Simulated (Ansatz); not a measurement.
# linear In chain: one chain at several levels of theory, part 2 of 4

Wanted: the relaxed geometry and the open channels of the linear In chain, by several methods.

Ansatz 0.2.0; DFT PBE, plane waves, PAW; relaxation of a chain's period (the session's first sound run).

So far. Step 2 (The relaxed wire, level PBE, cutoff 420 eV): The cell's length comes to 2.892 Å with no moment.

## 3. The perfect wire, level PBE, cutoff 420 eV

This step: DFT PBE, plane waves, PAW; channels and complex bands of a perfect chain (Ansatz 0.2.0).

At the relaxed period the Bloch states of the perfect chain are found at each energy: those that move forward count the open channels, and those that decay describe how a disturbance dies away inside the wire itself. An energy step of 0.035 eV is under the 0.039 eV that the program asks for its thermal average at 300 K.

Input file input.yaml:

```yaml
crystal:
  lattice:
    - [7.5, 0.0, 0.0]
    - [0.0, 7.5, 0.0]
    - [0.0, 0.0, 2.8922721734]
  atoms:
    - { symbol: In, position: [0.5, 0.5, 0.0] }
kpoints:
  mp_grid: { grid: [1, 1, 28] }
  band_path: { path: ["Γ", Z], npoints: 60 }
scf:
  occupations: { method: fermi_dirac, width: 0.05 }
hamiltonian:
  xc: pbe
output:
  transmission:
    e_range: [-2, 2]
    de: 0.035
    kmesh: [1, 1]
    reduced_basis: true
    leads: [[0, 0]]
  dos: { projected: true, e_range: [-6, 4] }
  write_potential: true
  write_density: true
  volumetric_format: npy
  elf: true
```

Started as:

```sh
> ansatz run input.yaml --threads 4 --pin off --max-ram 8192MiB --backend cpu --events-out ev --progress --plain --runs-dir out
```

Numbers of over 12 decimals in the logs are rounded to 6 here.

Output:

```text
[...]
Crystal: 1 atoms, lattice volume = 162.690 Å³
Basis set: ecut = 420 eV, 3185 PW (Γ)
Bands: 11, of which v1, the nominal top of the filled ones, is band 7 counted from 1 (6 counted from 0)
Symmetry: 16 space group operations
[...]
k-points: 15 of 28
[...]
SCF iter   1: F=—  HF=-5596.608081 eV  |F-HF|=—  |Δ(HF+E_count)|=         —  Δρ=9.51e-4  dr2=6.09e-3  ethr=1.77e-3  ⟨swp⟩=5.8  Hψ=1062  notcnv=0
[...]
SCF iter   6: F=-5596.606493 eV  HF=-5596.606493 eV  |F-HF|=4.68e-8  |Δ(HF+E_count)|=   8.46e-7  Δρ=4.20e-6  dr2=2.02e-8  ethr=7.69e-10  ⟨swp⟩=5.3  Hψ=686  notcnv=0
SCF 1 converged in 6 iterations: F = -5596.606493 eV  dr2 = 2.02e-8
[...]
NSCF: frozen V_eff on 61 k-points
transmission: 4 of 24 steps passed
transmission: 8 of 24 steps passed
[...]
transmission: 24 of 24 steps passed
WARN: The output density's exchange-correlation potential varies sharply where the density is thin. Do not read a vacuum level from v_tot or v_xc, or from such a field of the output density. On a cell that repeats whose density bears no net charge and no dipole along the vacuum's axis use v_es (v_loc + v_h of the components); under efield.dipole_correction with no amplitude use v_es + v_field, which holds any externa [...]
SCF converged after 6 iterations
Free energy (F): -5596.606493 eV
[...]
Internal energy: -5596.583718 eV  (E = F + TS)
E sigma→0 (E₀):  -5596.595106 eV
Entropy (-TS):   -0.022775 eV (-22.775 meV/atom)
Fermi energy:    -1.149258 eV
[...]
--- Band table (eV; the first three rows and the last of 15) ---
  k-point 0: bands = [... 3 lower, -15.8356, -15.8356, -7.5986, -1.3412, -1.3412, 1.2263, 2.5313, 4.1694]
  k-point 1: bands = [... 3 lower, -15.8404, -15.8404, -7.5762, -1.3146, -1.3146, 1.2486, 2.5538, 4.1913]
  k-point 2: bands = [... 3 lower, -15.8546, -15.8546, -7.5089, -1.2352, -1.2352, 1.3158, 2.6212, 4.2569]
  k-point 14: bands = [... 3 lower, -16.0335, -15.6272, -2.9464, -2.4716, 2.4107, 2.4107, 5.0941, 5.0941]
--- Transmission ---
  basis      : 497 plane waves across, 4 finite elements along
  points     : 1, standing for a mesh of 1 x 1
  filling    : by the input's occupations and mesh, since the crystals that have channels conduct as metals do. If one of these is a semiconductor, that mesh has misplaced its level
  energies   : 115 from -2.000000 to 1.990000 eV about the Fermi level, 0.035000 eV apart; the leads are filled to 0.000000 eV, and channels, transmission and decay are at -0.005000 eV
  crystal 0  : In1, at the sites [0, 0], period 2.8923 Å: whole cells are its period
    offset         : up to 0.0000 Å between an atom of the period and one for which it stands
    filled         : 18.4 meV over the level at which it is neutral
    channels       : 3.000000e0 a spin
    conductance    : 4.1307e14 S/m² at 300 K; may be off by some 0.0 % by where its bands' edges are placed, 0.0 % from the distance to neutral
```

It took 13 s on 4 threads of Arm Neoverse V2, shared host; peak memory 0.41 GiB; 29 s of CPU time.

Reading the cycles: dr2 is the Hartree energy of the density residual (eV), the measure of convergence; HF is the Harris–Foulkes estimate of the energy, which meets the free energy F at convergence.

Numbers from this step:

- energy at zero smearing: -5596.5951 eV
- channels at the energy nearest the Fermi level, one spin: 3
- conductance of the lead as this run defines it: 2.999 G₀
- band gap: 0 eV

Open channels of the lead, one spin against energy, zero at the Fermi level:

| energy (eV) | open channels of the lead, one spin |
| --- | --- |
| -2.00 | 1 |
| -1.90 | 1 |
| -1.79 | 0 |
| -1.69 | 0 |
| -1.58 | 0 |
| -1.48 | 0 |
| -1.37 | 0 |
| -1.23 | 1 |
| -1.12 | 1 |
| -1.02 | 1 |
| -0.92 | 1 |
| -0.81 | 1 |
| -0.70 | 1 |
| -0.60 | 1 |
| -0.49 | 1 |
| -0.39 | 1 |
| -0.28 | 1 |
| -0.18 | 3 |
| -0.07 | 3 |
| -0.01 | 3 |
| 0.07 | 3 |
| 0.17 | 3 |
| 0.28 | 3 |
| 0.38 | 3 |
| 0.48 | 3 |
| 0.59 | 3 |
| 0.69 | 3 |
| 0.80 | 3 |
| 0.91 | 3 |
| 1.01 | 3 |
| 1.11 | 3 |
| 1.22 | 3 |
| 1.36 | 3 |
| 1.47 | 3 |
| 1.57 | 3 |
| 1.68 | 3 |
| 1.78 | 3 |
| 1.89 | 3 |
| 1.99 | 3 |

The slowest values at each energy, most degenerate partners merged, listed up to 1.5 1/Å. The Im kz of the slowest decaying states by energy, zero at the Fermi level:

| energy (eV) | decay 1 (Å⁻¹) | decay 2 (Å⁻¹) | decay 3 (Å⁻¹) | decay 4 (Å⁻¹) |
| --- | --- | --- | --- | --- |
| -2.000 | 0.621 | 1.09 | 1.24 | 1.35 |
| -1.790 | 0.00615 | 0.586 | 1.06 | 1.21 |
| -1.615 | 0.0244 | 0.554 | 1.04 | 1.19 |
| -1.405 | 0.0188 | 0.514 | 1.01 | 1.17 |
| -1.195 | 0.469 | 0.984 | 1.14 | 1.28 |
| -0.985 | 0.418 | 0.954 | 1.12 | 1.27 |
| -0.810 | 0.370 | 0.929 | 1.10 | 1.25 |
| -0.600 | 0.302 | 0.897 | 1.07 | 1.23 |
| -0.390 | 0.211 | 0.865 | 1.05 | 1.21 |
| -0.215 | 0.0721 | 0.837 | 1.02 | 1.20 |
| -0.005 | 0.802 | 0.994 | 1.17 | 1.21 |
| 0.205 | 0.766 | 0.966 | 1.15 | 1.19 |
| 0.415 | 0.728 | 0.936 | 1.13 | 1.17 |
| 0.590 | 0.694 | 0.910 | 1.11 | 1.14 |
| 0.800 | 0.652 | 0.879 | 1.09 | 1.12 |
| 1.010 | 0.607 | 0.846 | 1.07 | 1.09 |
| 1.185 | 0.566 | 0.818 | 1.05 | 1.07 |
| 1.395 | 0.514 | 0.783 | 1.03 | 1.04 |
| 1.605 | 0.456 | 0.746 | 1.00 | 1.01 |
| 1.815 | 0.388 | 0.707 | 0.975 | 0.984 |

Electronic bands along the path, in eV, zero at the Fermi level:

| point | band 6 | band 7 | band 8 | band 9 | band 10 |
| --- | --- | --- | --- | --- | --- |
| Γ | -6.45 | -0.19 | -0.19 | 2.38 | 3.68 |
| halfway | -5.31 | 1.06 | 1.06 | 3.47 | 4.78 |
| Z | -1.80 | -1.32 | 3.56 | 3.56 | 6.24 |

The electronic bands as a text plot (rows in eV, shown from -6.4 to 4.8 only):

```
    4.6 |                      *******         ****
    4.1 |             *********       *********
    3.7 |*************               *****                   ****
    3.2 |                    ********     **            *****
    2.7 |         ***********               **     *****
    2.3 |*********                            *****
    1.8 |                                 ***** ***
    1.3 |                            *****         *
    0.8 |                      ******               **
    0.4 |              ********                       **
   -0.1 |**************                                 ***
   -0.6 |                                                  **
   -1.0 |                                                    ****
   -1.5 |
   -2.0 |                                                     ***
   -2.5 |                                                  ***
   -2.9 |                                              ****
   -3.4 |                                           ***
   -3.9 |                                        ***
   -4.3 |                                    ****
   -4.8 |                               *****
   -5.3 |                          *****
   -5.7 |                  ********
   -6.2 |******************
         Γ                                                      Z
```

Valence density in the ca plane at fractional y = 0.500, with atoms of In within 0.2 Å of it. It is the smooth field of the valence electrons, not physical close to the nuclei.

Ten steps, logarithmic in the rise over the least value, from '_' (0 e/Å³) to '@' (12 e/Å³), each cell a mean:
```
______________________________
______________________________
______________________________
______________________________
______________________________
______________________________
______________________________
............________..........
------::::............::::----
****++==--::::....::::--==++**
%%%%##**==--::::::::--==**##%%
@@@@%%##++--::::::::--++##%%@@
@@@@%%**++--::::::::--++**%%@@
####**++--::::::::::::--++**##
====----::::........::::----==
::::::....................::::
......____________________....
______________________________
______________________________
______________________________
______________________________
______________________________
______________________________
______________________________
```
Columns run along c (2.9 Å), rows up along a (7.5 Å). Atoms in or near the plane, at fractional coordinates: In at (0.00, 0.50).

Electrostatic potential energy in the ca plane at fractional y = 0.500, with atoms of In within 0.2 Å of it. With pseudopotentials it is smooth inside the atoms' cores, unlike the true potential.

Ten even steps from '_' (-46 eV) to '@' (2 eV), each cell a mean:
```
@@@@@@@@@@@@@@@@@@@@@@@@@@@@@@
@@@@@@@@@@@@@@@@@@@@@@@@@@@@@@
@@@@@@@@@@@@@@@@@@@@@@@@@@@@@@
@@@@@@@@@@@@@@@@@@@@@@@@@@@@@@
@@@@@@@@@@@@@@@@@@@@@@@@@@@@@@
@@@@@@@@@@@@@@@@@@@@@@@@@@@@@@
@@@@@@@@@@@@@@@@@@@@@@@@@@@@@@
%%%%%%@@@@@@@@@@@@@@@@@@@@%%%%
****####%%@@@@@@@@@@@@%%####**
..::--==**%%%%@@@@%%%%**==--::
______..==##%%%%%%%%##==..____
________--**%%%%%%%%**--______
______..--**%%%%%%%%**--..____
__....--++##%%@@@@%%##++--....
====++##%%%%@@@@@@@@%%%%##++==
%%%%%%%%@@@@@@@@@@@@@@@@%%%%%%
@@@@@@@@@@@@@@@@@@@@@@@@@@@@@@
@@@@@@@@@@@@@@@@@@@@@@@@@@@@@@
@@@@@@@@@@@@@@@@@@@@@@@@@@@@@@
@@@@@@@@@@@@@@@@@@@@@@@@@@@@@@
@@@@@@@@@@@@@@@@@@@@@@@@@@@@@@
@@@@@@@@@@@@@@@@@@@@@@@@@@@@@@
@@@@@@@@@@@@@@@@@@@@@@@@@@@@@@
@@@@@@@@@@@@@@@@@@@@@@@@@@@@@@
```
Columns run along c (2.9 Å; values clipped at the 3rd and 97th percentile), rows up along a (7.5 Å). Atoms in or near the plane, at fractional coordinates: In at (0.00, 0.50).

ELF in the ca plane at fractional y = 0.500, with atoms of In within 0.2 Å of it. It is the smooth field of the valence electrons, not physical close to the nuclei.

Values, 24 rows by 15 columns, each cell a mean:
```
0.00 0.00 0.00 0.00 0.00 0.00 0.00 0.00 0.00 0.00 0.00 0.00 0.00 0.00 0.00
0.01 0.01 0.01 0.01 0.01 0.01 0.01 0.01 0.01 0.01 0.01 0.01 0.01 0.01 0.01
0.09 0.08 0.08 0.07 0.06 0.05 0.04 0.04 0.04 0.04 0.05 0.06 0.07 0.08 0.08
0.19 0.18 0.17 0.15 0.13 0.11 0.09 0.09 0.09 0.09 0.11 0.13 0.15 0.17 0.18
0.29 0.28 0.26 0.24 0.21 0.18 0.15 0.14 0.14 0.15 0.18 0.21 0.24 0.26 0.28
0.38 0.38 0.37 0.34 0.31 0.27 0.23 0.21 0.21 0.23 0.27 0.31 0.34 0.37 0.38
0.39 0.39 0.39 0.39 0.37 0.35 0.31 0.29 0.29 0.31 0.35 0.37 0.39 0.39 0.39
0.31 0.32 0.33 0.35 0.38 0.38 0.38 0.37 0.37 0.38 0.38 0.38 0.35 0.33 0.32
0.29 0.29 0.29 0.29 0.31 0.36 0.40 0.41 0.41 0.40 0.36 0.31 0.29 0.29 0.29
0.22 0.23 0.27 0.30 0.28 0.29 0.36 0.42 0.42 0.36 0.29 0.28 0.30 0.27 0.23
0.03 0.04 0.10 0.21 0.29 0.28 0.31 0.41 0.41 0.31 0.28 0.29 0.21 0.10 0.04
0.00 0.00 0.02 0.13 0.27 0.28 0.30 0.40 0.40 0.30 0.28 0.27 0.13 0.02 0.00
0.01 0.01 0.06 0.18 0.28 0.28 0.31 0.40 0.40 0.31 0.28 0.28 0.18 0.06 0.01
0.13 0.15 0.21 0.28 0.29 0.28 0.34 0.42 0.42 0.34 0.28 0.29 0.28 0.21 0.15
0.30 0.30 0.30 0.28 0.28 0.33 0.39 0.42 0.42 0.39 0.33 0.28 0.28 0.30 0.30
0.29 0.29 0.30 0.32 0.36 0.38 0.39 0.39 0.39 0.39 0.38 0.36 0.32 0.30 0.29
0.37 0.37 0.38 0.39 0.38 0.37 0.34 0.32 0.32 0.34 0.37 0.38 0.39 0.38 0.37
0.39 0.39 0.38 0.37 0.34 0.30 0.26 0.24 0.24 0.26 0.30 0.34 0.37 0.38 0.39
0.33 0.33 0.31 0.28 0.25 0.21 0.18 0.17 0.17 0.18 0.21 0.25 0.28 0.31 0.33
0.22 0.22 0.20 0.18 0.15 0.13 0.11 0.10 0.10 0.11 0.13 0.15 0.18 0.20 0.22
0.12 0.12 0.11 0.10 0.08 0.07 0.06 0.06 0.06 0.06 0.07 0.08 0.10 0.11 0.12
0.03 0.03 0.03 0.03 0.02 0.02 0.02 0.02 0.02 0.02 0.02 0.02 0.03 0.03 0.03
0.00 0.00 0.00 0.00 0.00 0.00 0.00 0.00 0.00 0.00 0.00 0.00 0.00 0.00 0.00
0.00 0.00 0.00 0.00 0.00 0.00 0.00 0.00 0.00 0.00 0.00 0.00 0.00 0.00 0.00
```
Columns run along c (2.9 Å), rows up along a (7.5 Å). Atoms in or near the plane, at fractional coordinates: In at (0.00, 0.50).

By hand: the program gives 4.1307 × 10^14 S/m² over the cell's cross-section of 56.25 Å² = 5.625 × 10^-19 m², so one cell conducts 2.324 × 10^-4 S. Divided by G0 = 2e²/h = 7.748 × 10^-5 S this is 3.00 G0, a resistance of 4.30 kΩ.

At the computed energy nearest the Fermi level there are 3 channels a spin, and the thermal average gives 3.00 G₀.

## 4. Relaxation of atoms and period, cutoff 500 eV

This step: DFT r2SCAN, plane waves, PAW; relaxation of a chain's period (Ansatz 0.2.0).

The relaxation is repeated under another functional. r2SCAN also reads the kinetic-energy density; it often gives larger moments and wider gaps than PBE, at a higher cost. Against the first PBE run of this kind, the cutoff is 500 eV against 420.

Input file input.yaml:

```yaml
crystal:
  lattice:
    - [7.5, 0.0, 0.0]
    - [0.0, 7.5, 0.0]
    - [0.0, 0.0, 2.6412]
  atoms:
    - { symbol: In, position: [0.5, 0.5, 0.0], spin: 0.5 }
magnetization:
  spin_polarized: true
kpoints:
  mp_grid: { grid: [1, 1, 31] }
scf:
  occupations: { method: fermi_dirac, width: 0.05 }
hamiltonian:
  xc: r2scan
relax:
  cell: { fix: [a, b, alpha, beta, gamma] }
  max_steps: 60
```

Output:

```text
[...]
Crystal: 1 atoms, lattice volume = 148.567 Å³
Basis set: ecut = 500 eV, 3761 PW (Γ), exchange–correlation on 240×240×80 points (64 copies of the dense FFT grid, shifted against one another)
Bands: 11, of which v1, the nominal top of the filled ones, is band 7 counted from 1 (6 counted from 0)
Symmetry: 16 space group operations
[...]
0.181153       0.000000       0.000000
        0.000000       0.181153       0.000000
        0.000000       0.000000       0.043412
  P = ⅓ Tr σ = 0.1352 GPa (1.352 kbar)
--- Relaxed structure (3 steps of the walk, 3 accepted, 1 SCFs on fresh bases) ---
[...]
cell:  # Å, volume = 153.4888 Å³
    - [7.5, 0.0, 0.0]
    - [0.0, 7.5, 0.0]
    - [0.0, 0.0, 2.728690]
  atoms:
    - { symbol: In, position: [0.5, 0.5, 0.0] }
[key lines of the parts left out:]
SCF converged after 6 iterations
Magnetization: -0.0014 μB (6.4993 up, 6.5007 down)
Free energy (F): -5610.432078 eV
Fermi energy:    -1.337776 eV
```

Wall time 34 s (4 threads); peak memory 0.71 GiB; 74 s of CPU time.

Relaxation path:

| step | energy less that of the first step (eV) | largest force component (eV/Å) | pressure (GPa) | volume (Å³) |
| --- | --- | --- | --- | --- |
| 1 | 0.0000 | 0.0000 | 0.58 | 148.57 |
| 2 | -0.0209 | 0.0000 | 0.25 | 152.12 |
| 3 | -0.0225 | 0.0000 | 0.13 | 153.49 |
| 4* | -0.0227 | 0.0000 | 0.14 | 153.49 |

Relaxation steps marked * repeat the geometry before them on a plane-wave basis chosen anew for their cell, so energy and pressure can jump there.

| cell as run | before | after | change |
| --- | --- | --- | --- |
| c (Å) | 2.641 | 2.729 | +3.3 % |

The relaxed structure:

```xyz
1
Lattice="7.5000 0.0000 0.0000 0.0000 7.5000 0.0000 0.0000 0.0000 2.7287" Properties=species:S:1:pos:R:3
In    3.7500    3.7500    0.0000
```

The cell's length comes to 2.729 Å, -5.7 % against the first run, with no moment.

The cell grew by 3.3 % in its periodic edges.

## 5. Bands of the perfect wire, level r2SCAN, cutoff 500 eV

This step: DFT r2SCAN, plane waves, PAW; channels and complex bands of a perfect chain (Ansatz 0.2.0).

The channels are counted again under r2SCAN, at the period that it gave. Its window is narrower, to save time.

Input file input.yaml:

```yaml
crystal:
  lattice:
    - [7.5, 0.0, 0.0]
    - [0.0, 7.5, 0.0]
    - [0.0, 0.0, 2.7286898268]
  atoms:
    - { symbol: In, position: [0.5, 0.5, 0.0] }
kpoints:
  mp_grid: { grid: [1, 1, 30] }
  band_path: { path: ["Γ", Z], npoints: 60 }
scf:
  occupations: { method: fermi_dirac, width: 0.05 }
hamiltonian:
  xc: r2scan
output:
  transmission:
    e_range: [-0.7, 0.7]
    de: 0.035
    kmesh: [1, 1]
    reduced_basis: true
    leads: [[0, 0]]
  dos: { projected: true, e_range: [-6, 4] }
```

Output:

```text
[...]
Crystal: 1 atoms, lattice volume = 153.489 Å³
Basis set: ecut = 500 eV, 3865 PW (Γ), exchange–correlation on 240×240×80 points (64 copies of the dense FFT grid, shifted against one another)
Bands: 11, of which v1, the nominal top of the filled ones, is band 7 counted from 1 (6 counted from 0)
Symmetry: 16 space group operations
[...]
k-points: 16 of 30
[...]
k-point 15: bands = [... 3 lower, -16.6223, -16.0627, -2.6947, -2.0937, 3.2106, 3.2106, 5.9906, 5.9906]
--- Transmission ---
  basis      : 593 plane waves across, 4 finite elements along
  points     : 1, standing for a mesh of 1 x 1
[...]
crystal 0  : In1, at the sites [0, 0], period 2.7287 Å: whole cells are its period
[...]
filled         : 17.1 meV under the level at which it is neutral
    channels       : 3.000000e0 a spin
[...]
[key lines of the parts left out:]
SCF converged after 6 iterations
Free energy (F): -5610.432268 eV
Fermi energy:    -1.317569 eV
```

Run time: 17 s. Hardware: 4 threads; peak memory 0.71 GiB.

Open channels of the lead, one spin against energy, zero at the Fermi level:

| energy (eV) | open channels of the lead, one spin |
| --- | --- |
| -0.700 | 1 |
| -0.665 | 1 |
| -0.630 | 1 |
| -0.595 | 1 |
| -0.560 | 1 |
| -0.525 | 1 |
| -0.490 | 1 |
| -0.420 | 1 |
| -0.385 | 1 |
| -0.350 | 1 |
| -0.315 | 1 |
| -0.280 | 1 |
| -0.245 | 3 |
| -0.210 | 3 |
| -0.175 | 3 |
| -0.140 | 3 |
| -0.105 | 3 |
| -0.070 | 3 |
| -0.035 | 3 |
| 0.000 | 3 |
| 0.035 | 3 |
| 0.070 | 3 |
| 0.105 | 3 |
| 0.140 | 3 |
| 0.175 | 3 |
| 0.210 | 3 |
| 0.245 | 3 |
| 0.280 | 3 |
| 0.315 | 3 |
| 0.350 | 3 |
| 0.385 | 3 |
| 0.420 | 3 |
| 0.490 | 3 |
| 0.525 | 3 |
| 0.560 | 3 |
| 0.595 | 3 |
| 0.630 | 3 |
| 0.665 | 3 |
| 0.700 | 3 |

At the computed energy nearest the Fermi level there are 3 channels a spin, and the thermal average gives 3.00 G₀.

## 6. Relaxing the period

This step: DFT PBEsol, plane waves, PAW; relaxation of a chain's period (Ansatz 0.2.0).

The relaxation is repeated under another functional. PBEsol weakens PBE's gradient terms and usually lands between LDA and PBE.

Input file input.yaml:

```yaml
crystal:
  lattice:
    - [7.5, 0.0, 0.0]
    - [0.0, 7.5, 0.0]
    - [0.0, 0.0, 2.6412]
  atoms:
    - { symbol: In, position: [0.5, 0.5, 0.0], spin: 0.5 }
magnetization:
  spin_polarized: true
kpoints:
  mp_grid: { grid: [1, 1, 31] }
scf:
  occupations: { method: fermi_dirac, width: 0.05 }
hamiltonian:
  xc: pbesol
relax:
  cell: { fix: [a, b, alpha, beta, gamma] }
  max_steps: 60
```

Output:

```text
[...]
Crystal: 1 atoms, lattice volume = 148.567 Å³
Basis set: ecut = 420 eV, 2929 PW (Γ), exchange–correlation on 108×108×36 points (8 copies of the dense FFT grid, shifted against one another)
Bands: 11, of which v1, the nominal top of the filled ones, is band 7 counted from 1 (6 counted from 0)
Symmetry: 16 space group operations
[...]
0.158658       0.000000       0.000000
        0.000000       0.158658       0.000000
        0.000000       0.000000      -0.018059
  P = ⅓ Tr σ = 0.0998 GPa (0.998 kbar)
--- Relaxed structure (6 steps of the walk, 5 accepted, 1 SCFs on fresh bases) ---
[...]
cell:  # Å, volume = 159.4878 Å³
    - [7.5, 0.0, 0.0]
    - [0.0, 7.5, 0.0]
    - [0.0, 0.0, 2.835338]
  atoms:
    - { symbol: In, position: [0.5, 0.5, 0.0] }
[key lines of the parts left out:]
SCF converged after 7 iterations
Magnetization: -0.0001 μB (6.4999 up, 6.5001 down)
Free energy (F): -5523.932296 eV
Fermi energy:    -1.231428 eV
```

Wall time 21 s (4 threads); peak memory 0.39 GiB.

Relaxation path:

| step | energy less that of the first step (eV) | largest force component (eV/Å) | pressure (GPa) | volume (Å³) |
| --- | --- | --- | --- | --- |
| 1 | 0.0000 | 0.0000 | 0.59 | 148.57 |
| 2 | -0.0177 | 0.0000 | 0.26 | 152.17 |
| 3 | -0.0212 | 0.0000 | 0.28 | 153.56 |
| 4 | -0.0366 | 0.0000 | 0.01 | 160.80 |
| 5 | -0.0356 | 0.0000 | 0.24 | 157.57 |
| 6 | -0.0379 | 0.0000 | 0.10 | 159.49 |
| 7* | -0.0382 | 0.0000 | 0.10 | 159.49 |

Relaxation steps marked * repeat the geometry before them on a plane-wave basis chosen anew for their cell, so energy and pressure can jump there. Relaxation step 5 was tried and not accepted.

| cell as run | before | after | change |
| --- | --- | --- | --- |
| c (Å) | 2.641 | 2.835 | +7.4 % |

The relaxed structure:

```xyz
1
Lattice="7.5000 0.0000 0.0000 0.0000 7.5000 0.0000 0.0000 0.0000 2.8353" Properties=species:S:1:pos:R:3
In    3.7500    3.7500    0.0000
```

The cell's length comes to 2.835 Å, -2.0 % against the first run, with no moment.

The cell grew by 7.4 % in its periodic edges.

[end of part 2 of 4]

[Logs are printed without paths, hosts, clocks, repeated set-up lines and the standing remarks that a program may print on its own settings, such as how far it seeks lower states.]

[Hosts, paths, dates, database ids (printed as entryN), source tags and the programs' standing remarks are cut or masked in the printed files.]
